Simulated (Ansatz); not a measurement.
## Finding the fault: random rock-salt (Li, K, Na)F solid solution (64 atoms)

Program: Ansatz 0.2.0. The cell: 11 K, 32 F, 11 Na and 10 Li.

Input file input.yaml:

```yaml
crystal:
  lattice:
    - [9.338, 0.0, 0.0]
    - [0.0, 9.338, 0.0]
    - [0.0, 0.0, 9.338]
  atoms:
    - { symbol: K, position: [0.99653, 0.00092, 0.99764] }
    - { symbol: F, position: [0.24863, 0.00164, 7.0e-05] }
    - { symbol: Na, position: [0.99856, 0.25091, 0.2514] }
    - { symbol: F, position: [0.25373, 0.24831, 0.25395] }
    - { symbol: Li, position: [0.24648, 0.00222, 0.25225] }
    - { symbol: F, position: [0.99967, 0.99881, 0.24779] }
    - { symbol: Na, position: [0.24682, 0.24922, 0.0006] }
    - { symbol: F, position: [0.00246, 0.24963, 0.99941] }
    - { symbol: K, position: [0.99569, 0.00096, 0.49924] }
    - { symbol: F, position: [0.25279, 0.99901, 0.49625] }
    - { symbol: Na, position: [0.0025, 0.25233, 0.7482] }
    - { symbol: F, position: [0.25027, 0.25279, 0.75441] }
    - { symbol: Na, position: [0.24911, 0.00033, 0.74909] }
    - { symbol: F, position: [0.00277, 0.99998, 0.75077] }
    - { symbol: Na, position: [0.25248, 0.25394, 0.50065] }
    - { symbol: F, position: [0.00016, 0.25133, 0.50099] }
    - { symbol: Li, position: [0.99908, 0.50326, 0.99783] }
    - { symbol: F, position: [0.2451, 0.50087, 0.99757] }
    [... 40 atom lines left out ...]
    - { symbol: K, position: [0.49968, 0.75077, 0.74894] }
    - { symbol: F, position: [0.74853, 0.7512, 0.74985] }
    - { symbol: Na, position: [0.75163, 0.50155, 0.74679] }
    - { symbol: F, position: [0.50239, 0.49738, 0.75046] }
    - { symbol: K, position: [0.75238, 0.75066, 0.49663] }
    - { symbol: F, position: [0.50082, 0.75313, 0.49944] }
kpoints:
  mp_grid: { grid: [1, 1, 1] }
hamiltonian:
  xc: rpbe
scf:
  occupations: { method: fixed }
  eigensolver: { kind: { support_functions: { accuracy: medium, spacing: 0.45 } } }
  max_iter: 75
output:
  forces: true
```

Command:

```bash
$ ansatz run input.yaml --threads 4 --pin off --max-ram 8192MiB --backend cpu --events-out ev --progress --plain --runs-dir out
```

Numbers of over 12 decimals in the logs are rounded to 6 here.

The program printed:

```text
Warning: scf.eigensolver.kind.support_functions: disabling space-group detection — the functions' gradient is summed over unrotated k-points, so no spatial operation reduces the k-mesh or symmetrises the density; time reversal is kept, so that k and −k are solved as one point where they differ and the mesh holds both, and exact exchange and, on two spinor components, a DFT+U term hold to it where the run has them: [...]
Warning: basis.ecutwfc = 631 eV, auto-derived: no grid that the accuracy of the support functions lays serves the files at the lower one that their records recommend; a deck with other species or settings can derive another value
settings of this run that can trade accuracy for cost: scf.eigensolver.kind.support_functions [...]
Engine: ansatz 0.2.0, x86_64-unknown-linux-gnu
Pseudopotentials: kind: paw
Pseudopotential: K, paw, valence charge 9, recommended cutoff 420 eV (normal), K.paw.azcp
Pseudopotential: F, paw, valence charge 7, recommended cutoff 420 eV (normal), F.paw.azcp
Pseudopotential: Na, paw, valence charge 9, recommended cutoff 420 eV (normal), Na.paw.azcp
Pseudopotential: Li, paw, valence charge 3, recommended cutoff 420 eV (normal), Li.paw.azcp
[... 5 lines on functional and potentials left out ...]
Crystal: 64 atoms, lattice volume = 814.257 Å³
Basis set: ecut = 631 eV, 29279 PW (Γ), exchange–correlation on 160×160×160 points (8 copies of the dense FFT grid, shifted against one another)
Bands: 272, of which v1, the nominal top of the filled ones, is band 226 counted from 1 (225 counted from 0)
Symmetry: 1 space group operations
k-points: 1
[... 12 lines on functional and potentials left out ...]
Initial density: superposition of atomic densities (chi_scale 0.1, normalization cell, long waves kept (reshape's long-wave potential 0.57 eV rms))
Initial wavefunctions: pseudopotential atomic-orbital guess
Functional: x = rpbe, c = pbe(β = 0.066725)
SCF iter   1: F=—  HF=-61346.808958 eV  |F-HF|=—  |Δ(HF+E_count)|=         —  Δρ=2.04e-1  dr2=2.22e2  ethr=1.00e-1
preconditioner: auto → Resta (q_TF=auto, 2.473 Å⁻¹)  ε∞=9.5  [insulator: Δε(μ)=1.919 eV  Ē_g=15.587 eV  n_scr=202 (ndim 8)  ℏωp=22.8 eV  f_vac=0.000  ε∞_Penn≈3.1]
SCF iter   2: F=—  HF=-61307.667025 eV  |F-HF|=—  |Δ(HF+E_count)|=    3.91e1  Δρ=1.04e-1  dr2=6.33e1  ethr=4.92e-2
SCF iter   3: F=—  HF=-61296.291828 eV  |F-HF|=—  |Δ(HF+E_count)|=    1.14e1  Δρ=5.21e-2  dr2=1.70e1  ethr=1.40e-2  κ⁻¹=1.0e0(r=1)
SCF iter   4: F=—  HF=-61293.439958 eV  |F-HF|=—  |Δ(HF+E_count)|=    2.85e0  Δρ=1.77e-2  dr2=4.48e0  ethr=3.77e-3  κ⁻¹=7.8e-2(r=2)
SCF iter   5: F=—  HF=-61292.721840 eV  |F-HF|=—  |Δ(HF+E_count)|=   7.18e-1  Δρ=1.22e-2  dr2=1.08e0  ethr=9.90e-4  κ⁻¹=2.3e-3(r=3)
SCF iter   6: F=—  HF=-61292.596460 eV  |F-HF|=—  |Δ(HF+E_count)|=   1.25e-1  Δρ=4.18e-3  dr2=2.05e-1  ethr=2.39e-4  κ⁻¹=2.0e-3(r=4)
SCF iter   7: F=—  HF=-61292.621345 eV  |F-HF|=—  |Δ(HF+E_count)|=   2.49e-2  Δρ=2.63e-3  dr2=5.66e-2  ethr=4.54e-5  κ⁻¹=3.9e-4(r=5)
SCF iter   8: F=—  HF=-61292.630422 eV  |F-HF|=—  |Δ(HF+E_count)|=   9.08e-3  Δρ=9.47e-4  dr2=9.71e-3  ethr=1.25e-5  κ⁻¹=6.8e-5(r=6)
SCF iter   9: F=—  HF=-61292.641086 eV  |F-HF|=—  |Δ(HF+E_count)|=   1.07e-2  Δρ=3.10e-4  dr2=1.79e-3  ethr=2.15e-6  κ⁻¹=1.0e-5(r=7)
SCF iter  10: F=—  HF=-61292.646137 eV  |F-HF|=—  |Δ(HF+E_count)|=   5.05e-3  Δρ=2.14e-4  dr2=4.05e-4  ethr=3.96e-7  κ⁻¹=1.8e-5(r=7)
SCF iter  11: F=—  HF=-61292.649762 eV  |F-HF|=—  |Δ(HF+E_count)|=   3.63e-3  Δρ=8.42e-5  dr2=8.26e-5  ethr=8.96e-8  κ⁻¹=3.2e-5(r=7)
SCF iter  12: F=—  HF=-61292.652663 eV  |F-HF|=—  |Δ(HF+E_count)|=   2.90e-3  Δρ=4.78e-5  dr2=2.68e-5  ethr=1.83e-8  κ⁻¹=1.9e-5(r=7)
SCF iter  13: F=—  HF=-61292.654929 eV  |F-HF|=—  |Δ(HF+E_count)|=   2.27e-3  Δρ=1.76e-5  dr2=3.24e-6  ethr=5.93e-9  κ⁻¹=1.1e-5(r=7)
SCF iter  14: F=-61292.656775 eV  HF=-61292.656775 eV  |F-HF|=2.81e-8  |Δ(HF+E_count)|=   1.85e-3  Δρ=1.08e-5  dr2=1.00e-6  ethr=7.16e-10
SCF 1 converged in 14 iterations: F = -61292.683396 eV  dr2 = 1.00e-6
[...]
SCF converged after 14 iterations
Stability not checked: this state was not tested for a lower state beside it, because the mixer in use, unlike msr1, does not test its closes by its own steps (another_mixer; see scf.mixing.algorithm and scf.lower_state_search)
Free energy (F): -61292.683396 eV
Harris-Foulkes:  -61292.683396 eV  (|F-HF|=2.81e-8)
Internal energy: -61292.683396 eV  (E = F + TS)
E sigma→0 (E₀):  -61292.683396 eV
Fermi energy:    2.285308 eV
--- Per-component energies (eV) ---
  E_band       = -4888.757194
  E_kinetic    = 11994.396526
  E_local      = -38275.428264  (includes V_loc(G=0)·N_el)
  E_nonlocal   = 2588.700290
  E_softening  = -6.344577  (part of E_nonlocal)
  E_grid_corr  = -64.574678  (part of E_nonlocal)
  E_hartree    = 13878.818128
  E_xc         = -4924.296764
  E_vxc        = -6196.906261  (∫ρ·V_xc dr)
  E_paw        = -18019.810891  (= ΣΔE_a)
  E_vpaw       = -2757.069498  (= ΣTr[D̂ρ^β])
  E_aug_tail   = 0.009757  (compensation charges beyond the density's cutoff)
  E_ewald      = -28533.498103
  E_core_change = -1.547453  (= ΣΔE_core)
  E_smearing   = -0.000000  (= −TS)
  E_closure    = 0.000000  (closes the sum)
  E_support_correction = -0.026622  (second-order, or where that is not computed along the SCF)
  E_support_correction_error = 2.3e-7  (of E_support_correction; not in F)
  Σ components = -61292.683396   (vs F -61292.683396, Δ=0.00e0)
--- Forces (eV/Å), atoms counted from 1 ---
  atom   1  K      0.01116641     0.13227299    -0.04112189
  atom   2  F      0.57845275     2.32090763     0.53995722
  atom   3  Na    -0.23848165     0.27342049     0.27541447
  atom   4  F      2.45873643    -1.66587363     2.69495261
  atom   5  Li     0.09863811     0.06454819     0.10030322
  atom   6  F      1.35510985     0.33038485    -1.49384031
  atom   7  Na    -0.57268432    -0.13120790     0.14856577
  atom   8  F      1.69016379     1.42809890    -0.37377284
  atom   9  K      0.25118196     0.27068229     0.05717857
  atom  10  F      3.26370673     0.41717232    -2.94462563
  atom  11  Na     0.44145822     0.59177556    -0.37450993
  atom  12  F      0.71298598     2.40345851     2.87325942
  atom  13  Na    -0.06465706     0.22602688    -0.24048859
  atom  14  F      1.41540938     1.08801837     0.29969457
[...]
atom  63  K     -0.03305820    -0.09619561     0.30291046
  atom  64  F      0.69860232     3.65272962    -2.07243923
  max |Σ_I F_I| component: 2.41e0 eV/Å
--- Band table (eV) ---
  k-point 0: bands = ["-46.2035", "-46.1755", "-46.1714", "-46.1597", [... 218 levels ...], "2.1725", "2.1940", "2.2552", "2.2853", "8.4684", "10.1895", "10.2830", "10.5163", "10.5607", "10.9094", "10.9872", "11.2799"]
  guard bands above this table: 38 of the run's 272 bands (output.publish_guard_bands: true publishes all)
settings of this run that can trade accuracy for cost: scf.eigensolver.kind.support_functions [...]
```

It took 68 s on 4 threads of Intel Xeon Platinum 8259CL at 2.50GHz (Skylake/Cascade Lake), shared host; peak memory 1.6 GiB.

Against a sound run (Kohn-Sham DFT, RPBE, PAW (set soft_2), plane waves):

- r.m.s. difference of force components: 982.1 meV/Å
- longest difference of force vectors: 4173 meV/Å
- force difference over r.m.s. force: 144.1 %
- energy difference: 1686 meV/atom

What is at fault here, and what would mend it?

A grid far too coarse: support_functions.accuracy = "medium" and support_functions.spacing = 0.45.

The fix is to leave the spacing at the level's default.

The run converged all the same, so the exit status doesn't show the fault.

[Logs are printed without paths, hosts, clocks, repeated set-up lines and the standing remarks that a program may print on its own settings, such as how far it seeks lower states.]

[Hosts, paths, dates, database ids (printed as entryN), source tags and the programs' standing remarks are cut or masked in the printed files.]
